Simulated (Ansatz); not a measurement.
# Ca on Au(111): change of the work function

How does Ca on the bridge site change the work function of Au(111) as the layer fills?

Program: Ansatz 0.2.0. Level of theory: plane-wave DFT, PBE, Ansatz PAW. Results are calculated unless marked as measured.

### 1. The starting structure

The cell holds 4 atoms: 4 Au. Its edges and angles: a = 2.885 Å, b = 2.885 Å, c = 25.067 Å, α = 90.0°, β = 90.0°, γ = 60.0°. Vacuum lies along c.

### 2. The clean slab

The bare slab comes first, as the zero from which every change is counted. The two lowest layers are held at bulk places and the upper ones relax. The dipole correction removes the false field that a one-sided slab makes across the periodic vacuum, so each face gets a flat vacuum level of its own.

The input, input.yaml:

```yaml
crystal:
  lattice:
    - [2.8849956672, 0.0, 0.0]
    - [1.4424978336, 2.4984795376, 0.0]
    - [0.0, 0.0, 25.0667672949]
  atoms:
    - { symbol: Au, position: [0.0, 0.0, 0.3590411118] }
    - { symbol: Au, position: [0.3333333333, 0.3333333333, 0.4530137039] }
    - { symbol: Au, position: [0.6666666667, 0.6666666667, 0.5469862961] }
    - { symbol: Au, position: [0.0, 0.0, 0.6409588882] }
kpoints:
  mp_grid: { grid: [12, 12, 1] }
hamiltonian:
  xc: pbe
scf:
  occupations: { method: fermi_dirac, width: 0.1 }
  convergence: { dr2_threshold: 1.0e-08 }
efield:
  axis: 3
  dipole_correction: true
  ramp_position: 0.97
  ramp_width: 0.06
relax:
  f_tol: 0.02
  max_steps: 60
  constraints: [{ sites: [0, 1] }]
output:
  write_potential: true
  write_density: true
  volumetric_format: npy
```

On the command line:

```console
ansatz run input.yaml --threads 4 --pin off --max-ram 12288MiB --backend cpu --events-out ev --progress --plain --runs-dir out
```

Numbers of over 12 decimals in the logs are rounded to 6 here.

What it wrote:

```text
Engine: ansatz 0.2.0, aarch64-unknown-linux-gnu
Pseudopotentials: kind: paw
Pseudopotential: Au, paw, valence charge 19, recommended cutoff 420 eV (normal), Au.paw.azcp
Functional definition: PBE
  parameter kappa = 0.804
  parameter beta = 0.066725
  exchange = pbe_x(kappa = kappa, mu = beta*pi^2/3)
  correlation = pbe_c(beta = beta)
Crystal: 4 atoms, lattice volume = 180.684 Å³
Basis set: ecut = 420 eV, 3551 PW (Γ), exchange–correlation on 40×40×360 points (8 copies of the dense FFT grid, shifted against one another)
Bands: 46, of which v1, the nominal top of the filled ones, is band 38 counted from 1 (37 counted from 0)
Symmetry: 6 space group operations
k-points: 19 of 144 (time reversal used)
Non-local potential: Au, projectors of the file, l = 0: 3, l = 1: 2, l = 2: 2, l = 3: 1
PAW form: soft (Blöchl's): semilocal exchange-correlation on the pseudo side does not see the compensation charge
PAW one-centre angular grid: Au, 590 points (default); XC on 64 Gauss nodes
Initial density: superposition of atomic densities (neutral atoms: chi_scale 0, normalization atom), corrected by the library's trained network
Initial wavefunctions: pseudopotential atomic-orbital guess
Functional: x = pbe(κ = 0.804, μ = 0.219515), c = pbe(β = 0.066725)
SCF iter   1: F=—  HF=-52596.643584 eV  |F-HF|=—  |Δ(HF+E_count)|=         —  Δρ=2.65e-3  dr2=1.90e-1  ethr=1.77e-3  p=0.000 e·Å  D=2.37e-14 V/Å  ΔV_dip=-0.00 eV  dr2_dipole=3.35e-8  V_vac-E_F(+/−)=4.66/4.66 eV  ⟨swp⟩=8.5  Hψ=3805  notcnv=0  defer=13
efield: sawtooth ramp at fractional position 0.9700 (set: `efield.ramp_position`, or a place that a band, a saddle search or an elastic batch's reference lends), width 0.0600; the density the first Hamiltonian is built on has a dipole p = 0.000 e·Å; the dipole correction subtracts the counter field D = 2.37e-14 V/Å, which shifts the + side's vacuum level by -0.00 eV against the − side's; the planar-averaged density in the ramp window peaks in size at 8.1e-6 e/Å³
preconditioner: auto → LDOS  [metal: Δε(μ)=0.172 eV  Ē_g=9.110 eV  σ=0.100 eV  W_gap=0.38  n_scr=18 (ndim 8)  ℏωp=18.3 eV  f_vac=0.579  D(μ)=1.84/eV (n_scr^D=10)  β→1.0]
SCF iter   2: F=—  HF=-52596.644385 eV  |F-HF|=—  |Δ(HF+E_count)|=   8.01e-4  Δρ=2.54e-3  dr2=2.99e-2  ethr=2.50e-4  p=-0.000 e·Å  D=-4.26e-5 V/Å  ΔV_dip=0.00 eV  dr2_dipole=1.06e-8  V_vac-E_F(+/−)=5.15/5.15 eV  ⟨swp⟩=2.2  Hψ=1469  notcnv=0  defer=30
SCF iter   3: F=—  HF=-52596.638968 eV  |F-HF|=—  |Δ(HF+E_count)|=   5.42e-3  Δρ=5.04e-4  dr2=1.80e-3  ethr=3.94e-5  p=-0.000 e·Å  D=-1.46e-5 V/Å  ΔV_dip=0.00 eV  dr2_dipole=1.40e-8  V_vac-E_F(+/−)=5.06/5.05 eV  ⟨swp⟩=2.0  Hψ=1309  notcnv=0  defer=30
SCF iter   4: F=—  HF=-52596.638909 eV  |F-HF|=—  |Δ(HF+E_count)|=   5.84e-5  Δρ=2.39e-4  dr2=4.64e-4  ethr=2.37e-6  p=-0.000 e·Å  D=-5.95e-6 V/Å  ΔV_dip=0.00 eV  dr2_dipole=7.80e-11  V_vac-E_F(+/−)=5.08/5.08 eV  ⟨swp⟩=2.3  Hψ=1444  notcnv=0  defer=30
SCF iter   5: F=—  HF=-52596.638839 eV  |F-HF|=—  |Δ(HF+E_count)|=   7.03e-5  Δρ=6.27e-5  dr2=1.28e-5  ethr=6.10e-7  p=-0.000 e·Å  D=-2.82e-6 V/Å  ΔV_dip=0.00 eV  dr2_dipole=2.92e-11  V_vac-E_F(+/−)=5.09/5.09 eV  ⟨swp⟩=2.1  Hψ=1264  notcnv=0  defer=30
SCF iter   6: F=—  HF=-52596.638844 eV  |F-HF|=—  |Δ(HF+E_count)|=   5.10e-6  Δρ=1.93e-5  dr2=5.64e-7  ethr=1.69e-8  p=-0.000 e·Å  D=-1.44e-6 V/Å  ΔV_dip=0.00 eV  dr2_dipole=5.84e-11  V_vac-E_F(+/−)=5.09/5.09 eV  ⟨swp⟩=3.1  Hψ=1625  notcnv=0  defer=30
SCF iter   7: F=—  HF=-52596.638889 eV  |F-HF|=—  |Δ(HF+E_count)|=   4.47e-5  Δρ=6.30e-6  dr2=5.34e-8  ethr=7.43e-10  p=-0.000 e·Å  D=-6.30e-7 V/Å  ΔV_dip=0.00 eV  dr2_dipole=1.48e-11  V_vac-E_F(+/−)=5.09/5.09 eV  ⟨swp⟩=2.1  Hψ=1289  notcnv=0  defer=30
SCF iter   8: F=-52596.638889 eV  HF=-52596.638889 eV  |F-HF|=8.84e-9  |Δ(HF+E_count)|=   2.57e-7  Δρ=1.33e-6  dr2=2.77e-9  ethr=1.32e-11  p=-0.000 e·Å  D=-8.92e-8 V/Å  ΔV_dip=0.00 eV  dr2_dipole=6.00e-13  V_vac-E_F(+/−)=5.09/5.09 eV  ⟨swp⟩=10.5  Hψ=6252  notcnv=0
SCF 1 converged in 8 iterations: F = -52596.638889 eV  dr2 = 2.77e-9
  greatest PAW one-centre occupation: 1.000 electrons in one spin orbital (limit 2), on the Au atom at site 0 (counted from 0), in its partial waves of l = 0
relax step   1: F+E_penalty+E_count = -52596.63888925 eV  Δ(F+E_penalty+E_count) = +0.000e0 eV  max|allowed force component| = 4.529e-1 eV/Å  Δτ_max = 0.0000 Å  (8 SCF iters, accepted)
Initial density: handed on by an earlier stage of this run
Initial wavefunctions: those handed on with the density
iter 1 solved again at ethr=6.60e-5 eV; its pass at ethr=3.10e-3 eV (dr2=5.02e-2 eV) is discarded
SCF iter   1: F=—  HF=-52596.690389 eV  |F-HF|=—  |Δ(HF+E_count)|=         —  Δρ=5.26e-3  dr2=5.37e-2  ethr=6.60e-5  p=0.000 e·Å  D=2.11e-6 V/Å  ΔV_dip=-0.00 eV  dr2_dipole=6.16e-4  V_vac-E_F(+/−)=5.11/5.11 eV  ⟨swp⟩=2.0  Hψ=3735  notcnv=0  defer=19
efield: sawtooth ramp at fractional position 0.9700 (set: `efield.ramp_position`, or a place that a band, a saddle search or an elastic batch's reference lends), width 0.0600; the density the first Hamiltonian is built on has a dipole p = 0.000 e·Å; the dipole correction subtracts the counter field D = 2.11e-6 V/Å, which shifts the + side's vacuum level by -0.00 eV against the − side's; the planar-averaged density in the ramp window peaks in size at 1.2e-5 e/Å³
preconditioner: auto → LDOS  [metal: Δε(μ)=0.042 eV  Ē_g=9.104 eV  σ=0.100 eV  W_gap=0.10  n_scr=18 (ndim 8)  ℏωp=18.3 eV  f_vac=0.572  D(μ)=2.06/eV (n_scr^D=10)  β→1.0]
SCF iter   2: F=—  HF=-52596.694778 eV  |F-HF|=—  |Δ(HF+E_count)|=   4.39e-3  Δρ=3.93e-3  dr2=9.20e-2  ethr=6.60e-5  p=0.004 e·Å  D=3.99e-3 V/Å  ΔV_dip=-0.10 eV  dr2_dipole=1.25e-2  V_vac-E_F(+/−)=4.99/5.09 eV  ⟨swp⟩=2.4  Hψ=1486  notcnv=0  defer=19
SCF iter   3: F=—  HF=-52596.676926 eV  |F-HF|=—  |Δ(HF+E_count)|=   1.79e-2  Δρ=6.43e-4  dr2=3.08e-3  ethr=6.60e-5  p=-0.002 e·Å  D=-1.74e-3 V/Å  ΔV_dip=0.04 eV  dr2_dipole=9.43e-4  V_vac-E_F(+/−)=5.14/5.10 eV  ⟨swp⟩=2.1  Hψ=1442  notcnv=0  defer=19
SCF iter   4: F=—  HF=-52596.676902 eV  |F-HF|=—  |Δ(HF+E_count)|=   2.43e-5  Δρ=3.74e-4  dr2=7.20e-4  ethr=4.05e-6  p=-0.002 e·Å  D=-2.42e-3 V/Å  ΔV_dip=0.06 eV  dr2_dipole=5.96e-5  V_vac-E_F(+/−)=5.15/5.09 eV  ⟨swp⟩=2.1  Hψ=1311  notcnv=0  defer=22
SCF iter   5: F=—  HF=-52596.676753 eV  |F-HF|=—  |Δ(HF+E_count)|=   1.49e-4  Δρ=7.00e-5  dr2=3.56e-5  ethr=9.47e-7  p=-0.003 e·Å  D=-3.00e-3 V/Å  ΔV_dip=0.08 eV  dr2_dipole=5.36e-6  V_vac-E_F(+/−)=5.17/5.09 eV  ⟨swp⟩=2.1  Hψ=1300  notcnv=0  defer=22
[...]
efield: sawtooth ramp at fractional position 0.9700 (set: `efield.ramp_position`, or a place that a band, a saddle search or an elastic batch's reference lends), width 0.0600; the density the first Hamiltonian is built on has a dipole p = -0.003 e·Å; the dipole correction subtracts the counter field D = -2.99e-3 V/Å, which shifts the + side's vacuum level by +0.08 eV against the − side's; the planar-averaged density in the ramp window peaks in size at 1.1e-5 e/Å³
preconditioner: auto → LDOS  [metal: Δε(μ)=0.030 eV  Ē_g=9.090 eV  σ=0.100 eV  W_gap=0.07  n_scr=18 (ndim 8)  ℏωp=18.3 eV  f_vac=0.571  D(μ)=2.08/eV (n_scr^D=10)  β→1.0]
SCF iter   2: F=—  HF=-52596.680183 eV  |F-HF|=—  |Δ(HF+E_count)|=   3.19e-5  Δρ=1.03e-3  dr2=4.91e-3  ethr=7.51e-6  p=-0.001 e·Å  D=-1.07e-3 V/Å  ΔV_dip=0.03 eV  dr2_dipole=1.07e-3  V_vac-E_F(+/−)=5.12/5.09 eV  ⟨swp⟩=2.3  Hψ=1669  notcnv=0  defer=32
SCF iter   3: F=—  HF=-52596.679185 eV  |F-HF|=—  |Δ(HF+E_count)|=   9.98e-4  Δρ=1.75e-4  dr2=8.20e-5  ethr=6.46e-6  p=-0.003 e·Å  D=-2.60e-3 V/Å  ΔV_dip=0.07 eV  dr2_dipole=9.63e-6  V_vac-E_F(+/−)=5.16/5.09 eV  ⟨swp⟩=2.0  Hψ=1319  notcnv=0  defer=32
SCF iter   4: F=—  HF=-52596.679167 eV  |F-HF|=—  |Δ(HF+E_count)|=   1.78e-5  Δρ=6.40e-5  dr2=1.93e-5  ethr=1.08e-7  p=-0.003 e·Å  D=-2.59e-3 V/Å  ΔV_dip=0.06 eV  dr2_dipole=7.14e-6  V_vac-E_F(+/−)=5.15/5.09 eV  ⟨swp⟩=3.1  Hψ=1610  notcnv=0  defer=32
SCF iter   5: F=—  HF=-52596.679194 eV  |F-HF|=—  |Δ(HF+E_count)|=   2.68e-5  Δρ=3.22e-5  dr2=5.78e-6  ethr=2.54e-8  p=-0.003 e·Å  D=-2.71e-3 V/Å  ΔV_dip=0.07 eV  dr2_dipole=1.92e-6  V_vac-E_F(+/−)=5.16/5.09 eV  ⟨swp⟩=2.3  Hψ=1097  notcnv=0  defer=32
SCF iter   6: F=—  HF=-52596.679242 eV  |F-HF|=—  |Δ(HF+E_count)|=   4.82e-5  Δρ=7.79e-6  dr2=3.31e-7  ethr=7.61e-9  p=-0.003 e·Å  D=-2.76e-3 V/Å  ΔV_dip=0.07 eV  dr2_dipole=1.31e-7  V_vac-E_F(+/−)=5.16/5.09 eV  ⟨swp⟩=2.6  Hψ=1366  notcnv=0  defer=32
SCF iter   7: F=-52596.679242 eV  HF=-52596.679242 eV  |F-HF|=2.74e-8  |Δ(HF+E_count)|=   1.23e-9  Δρ=2.02e-6  dr2=8.87e-9  ethr=1.32e-11  p=-0.003 e·Å  D=-2.78e-3 V/Å  ΔV_dip=0.07 eV  dr2_dipole=7.36e-10  V_vac-E_F(+/−)=5.16/5.09 eV  ⟨swp⟩=8.9  Hψ=6680  notcnv=0
SCF 3 converged in 7 iterations: F = -52596.679242 eV  dr2 = 8.87e-9
relax step   3: F+E_penalty+E_count = -52596.67924179 eV  Δ(F+E_penalty+E_count) = -2.442e-3 eV  max|allowed force component| = 3.338e-2 eV/Å  Δτ_max = 0.0445 Å  (7 SCF iters, accepted)
SCF iter   1: F=—  HF=-52596.679325 eV  |F-HF|=—  |Δ(HF+E_count)|=         —  Δρ=2.15e-4  dr2=1.30e-4  ethr=1.62e-6  p=-0.003 e·Å  D=-2.78e-3 V/Å  ΔV_dip=0.07 eV  dr2_dipole=2.24e-5  V_vac-E_F(+/−)=5.16/5.09 eV  ⟨swp⟩=3.0  Hψ=1833  notcnv=0  defer=33
efield: sawtooth ramp at fractional position 0.9700 (set: `efield.ramp_position`, or a place that a band, a saddle search or an elastic batch's reference lends), width 0.0600; the density the first Hamiltonian is built on has a dipole p = -0.003 e·Å; the dipole correction subtracts the counter field D = -2.78e-3 V/Å, which shifts the + side's vacuum level by +0.07 eV against the − side's; the planar-averaged density in the ramp window peaks in size at 1.2e-5 e/Å³
preconditioner: auto → LDOS  [metal: Δε(μ)=0.025 eV  Ē_g=9.092 eV  σ=0.100 eV  W_gap=0.06  n_scr=18 (ndim 8)  ℏωp=18.3 eV  f_vac=0.571  D(μ)=2.08/eV (n_scr^D=10)  β→1.0]
SCF iter   2: F=—  HF=-52596.679299 eV  |F-HF|=—  |Δ(HF+E_count)|=   2.61e-5  Δρ=1.39e-4  dr2=8.08e-5  ethr=1.71e-7  p=-0.003 e·Å  D=-3.01e-3 V/Å  ΔV_dip=0.08 eV  dr2_dipole=1.09e-5  V_vac-E_F(+/−)=5.17/5.09 eV  ⟨swp⟩=2.6  Hψ=1757  notcnv=0  defer=33
SCF iter   3: F=—  HF=-52596.679293 eV  |F-HF|=—  |Δ(HF+E_count)|=   5.89e-6  Δρ=2.59e-5  dr2=1.41e-6  ethr=1.06e-7  p=-0.003 e·Å  D=-2.83e-3 V/Å  ΔV_dip=0.07 eV  dr2_dipole=1.27e-7  V_vac-E_F(+/−)=5.16/5.09 eV  ⟨swp⟩=2.0  Hψ=1266  notcnv=0  defer=33
SCF iter   4: F=—  HF=-52596.679345 eV  |F-HF|=—  |Δ(HF+E_count)|=   5.24e-5  Δρ=7.47e-6  dr2=1.30e-7  ethr=1.86e-9  p=-0.003 e·Å  D=-2.85e-3 V/Å  ΔV_dip=0.07 eV  dr2_dipole=3.26e-9  V_vac-E_F(+/−)=5.16/5.09 eV  ⟨swp⟩=2.8  Hψ=1607  notcnv=0  defer=33
SCF iter   5: F=-52596.679345 eV  HF=-52596.679345 eV  |F-HF|=1.63e-8  |Δ(HF+E_count)|=   1.80e-9  Δρ=1.58e-6  dr2=5.83e-9  ethr=1.32e-11  p=-0.003 e·Å  D=-2.84e-3 V/Å  ΔV_dip=0.07 eV  dr2_dipole=1.44e-10  V_vac-E_F(+/−)=5.16/5.09 eV  ⟨swp⟩=8.5  Hψ=6508  notcnv=0
SCF 4 converged in 5 iterations: F = -52596.679345 eV  dr2 = 5.83e-9
relax step   4: F+E_penalty+E_count = -52596.67934504 eV  Δ(F+E_penalty+E_count) = -1.032e-4 eV  max|allowed force component| = 3.321e-4 eV/Å  Δτ_max = 0.0072 Å  (5 SCF iters, accepted)
NSCF: frozen V_eff on 19 k-points
the band table was solved once a step of the walk had ended and its energy, with any forces and stress, was formed, with the checks that follow a solve (4848 applications of the Hamiltonian). They found nothing against the state; the energy, forces and stress were not computed again (output.eigenvalues in the input reference)
WARN: The input density's exchange-correlation potential varies sharply where the density is thin. Do not read a vacuum level from v_tot or v_xc, or from such a field of the output density. On a cell that repeats whose density bears no net charge and no dipole along the vacuum's axis use v_es (v_loc + v_h of the components); under efield.dipole_correction with no amplitude use v_es + v_field, which holds any external [...]
SCF converged after 5 iterations
Free energy (F): -52596.679345 eV
Harris-Foulkes:  -52596.679345 eV  (|F-HF|=1.63e-8)
Internal energy: -52596.616976 eV  (E = F + TS)
E sigma→0 (E₀):  -52596.648161 eV
Entropy (-TS):   -0.062369 eV (-15.592 meV/atom)
Fermi energy:    4.576791 eV
Dipole field:    D = -0.002861 V/Å  (p = -0.002856 e·Å, saw-weighted, corrected)
Work function:   Φ+ = 5.1611 eV   Φ− = 5.0894 eV
Levels:          The Fermi level and band energies are counted from a zero that moves with the ramp; work functions are not
--- Per-component energies (eV) ---
  E_band       = -2028.269013
  E_kinetic    = 2417.174752
  E_local      = -123812.545826  (includes V_loc(G=0)·N_el)
  E_nonlocal   = 297.482365
  E_hartree    = 60807.441548
  E_xc         = -909.996381
  E_vxc        = -1098.008811  (∫ρ·V_xc dr)
  E_paw        = -38827.364877  (= ΣΔE_a)
  E_vpaw       = -1447.265217  (= ΣTr[D̂ρ^β])
  E_aug_tail   = 0.005791  (compensation charges beyond the density's cutoff)
  E_efield     = 0.000004  (sawtooth field / dipole correction)
  E_vefield    = 0.016680  (∫n·V_field dr)
  E_ewald      = 47431.185648
  E_smearing   = -0.062369  (= −TS)
  E_closure    = 0.000000  (closes the sum)
  Σ components = -52596.679345   (vs F -52596.679345, Δ=0.00e0)
--- Forces (eV/Å), atoms counted from 1 ---
  atom   1  Au    -0.00000000     0.00000000    -0.46100368
  atom   2  Au     0.00000000    -0.00000000     0.46099689
  atom   3  Au     0.00000000    -0.00000000    -0.00028474
  atom   4  Au     0.00000000    -0.00000000     0.00033215
  max |Σ_I F_I| component: 4.06e-5 eV/Å
--- Band table (eV; the first three rows and the last of 19) ---
  k-point 0: bands = [... 34 lower, 1.7691, 2.2535, 2.2535, 2.5120, 2.5120, 3.2454, 4.5875, 8.8871, ... 4 higher]
  k-point 1: bands = [... 34 lower, 1.7913, 1.9875, 2.2470, 2.3346, 2.5176, 3.6533, 5.1813, 8.9999, ... 4 higher]
  k-point 2: bands = [... 34 lower, 1.7371, 1.7451, 2.2250, 2.5297, 2.6213, 4.3338, 6.3960, 9.3547, ... 4 higher]
  k-point 18: bands = [... 34 lower, 2.3516, 2.3787, 7.4935, 7.5162, 7.5524, 8.1112, 9.4211, 9.4522, ... 4 higher]
--- Relaxed structure (4 steps of the walk, 4 accepted, 0 SCFs on fresh bases) ---
  F+E_penalty+E_count = -52596.67934504 eV   max|allowed force component| = 3.321e-4 eV/Å
  atoms:
    - { symbol: Au, position: [0.0, 0.0, 0.359041] }
    - { symbol: Au, position: [0.333333, 0.333333, 0.453014] }
    - { symbol: Au, position: [0.666667, 0.666667, 0.550234] }
    - { symbol: Au, position: [1.4451660324752276e-17, 0, 0.649948] }
```

Elapsed: 14 s, on 4 threads of Arm Neoverse V1, shared host; peak memory 0.51 GiB; 54 s of CPU time.

The steps of the relaxation:

```
step  energy less that of the first step (eV)  largest force component (eV/Å)
   1                                   0.0000                          0.4529
   2                                  -0.0379                          0.1601
   3                                  -0.0404                          0.0334
   4                                  -0.0405                          0.0003
```

Forces are held to the 6 operations that the run works with; a distortion that breaks them can't arise in this run.

The atoms that moved most (Å):

```
atom     dx     dy     dz  length
 Au4  0.000  0.000  0.225   0.225
 Au3  0.000  0.000  0.081   0.081
```

Final coordinates:

```cif
data_structure
_symmetry_space_group_name_H-M 'P 1'
_symmetry_Int_Tables_number 1
_cell_length_a 2.8850
_cell_length_b 2.8850
_cell_length_c 25.0668
_cell_angle_alpha 90.000
_cell_angle_beta 90.000
_cell_angle_gamma 60.000
_cell_volume 180.68
loop_
_atom_site_label
_atom_site_type_symbol
_atom_site_fract_x
_atom_site_fract_y
_atom_site_fract_z
_atom_site_occupancy
Au1 Au 0.00000 0.00000 0.35904 1
Au2 Au 0.33333 0.33333 0.45301 1
Au3 Au 0.66667 0.66667 0.55023 1
Au4 Au 0.00000 0.00000 0.64995 1
```

This step gave:

```
energy at zero smearing        : -52596.6482 eV
work function, upper face      : 5.161 eV
work function, lower face      : 5.089 eV
dipole along the normal        : -0.002856 e·Å
step between the vacuum levels : 0.07171 eV
```

Running mean over 2.356 Å of the planar mean; the ramp of the sawtooth is left out. Electron's electrostatic potential energy less the Fermi level against z:

z (Å), electron's electrostatic potential energy less the Fermi level (eV) and a bar from the least value:
```
      3.5       5.09 ##############################
      4.0       5.09 ##############################
      4.5       5.09 ##############################
      5.0       5.09 ##############################
      5.5       5.07 ##############################
      6.0       5.03 ##############################
      6.5       4.84 #############################
      7.0       4.02 ############################
      7.5       1.06 #####################
      8.0      -3.47 ###########
      8.5      -7.10 ####
      9.0      -8.30 #
      9.5      -8.57 
     10.0      -8.66 
     10.5      -8.70 
     11.0      -8.73 
     11.5      -8.66 
     12.0      -8.28 #
     12.5      -8.00 ##
     13.0      -8.13 #
     13.5      -8.52 
     14.0      -8.47 #
     14.5      -7.78 ##
     15.0      -7.31 ###
     15.5      -7.54 ###
     16.0      -8.13 #
     16.5      -7.87 ##
     17.0      -5.77 ######
     17.5      -1.46 ################
     18.0       2.69 #########################
     18.5       4.60 #############################
     19.0       5.02 ##############################
     19.5       5.13 ##############################
     20.0       5.15 ##############################
     20.5       5.16 ##############################
     21.0       5.16 ##############################
     21.5       5.16 ##############################
     22.0       5.16 ##############################
```

The relaxation took 4 steps and lowered the energy by 0.040 eV; the largest force on the free atoms ends at 3.3e-4 eV/Å.

The work function of the upper face is 5.16 eV.

(Continued in part 2 of 5.)

[Logs are printed without paths, hosts, clocks, repeated set-up lines and the standing remarks that a program may print on its own settings, such as how far it seeks lower states.]

[Hosts, paths, dates, database ids (printed as entryN), source tags and the programs' standing remarks are cut or masked in the printed files.]

[Maps of the electrostatic potential energy from Ansatz leave out the sawtooth potential of an applied field or a dipole correction, so their vacuum need not be flat; planar profiles and work functions include it.]
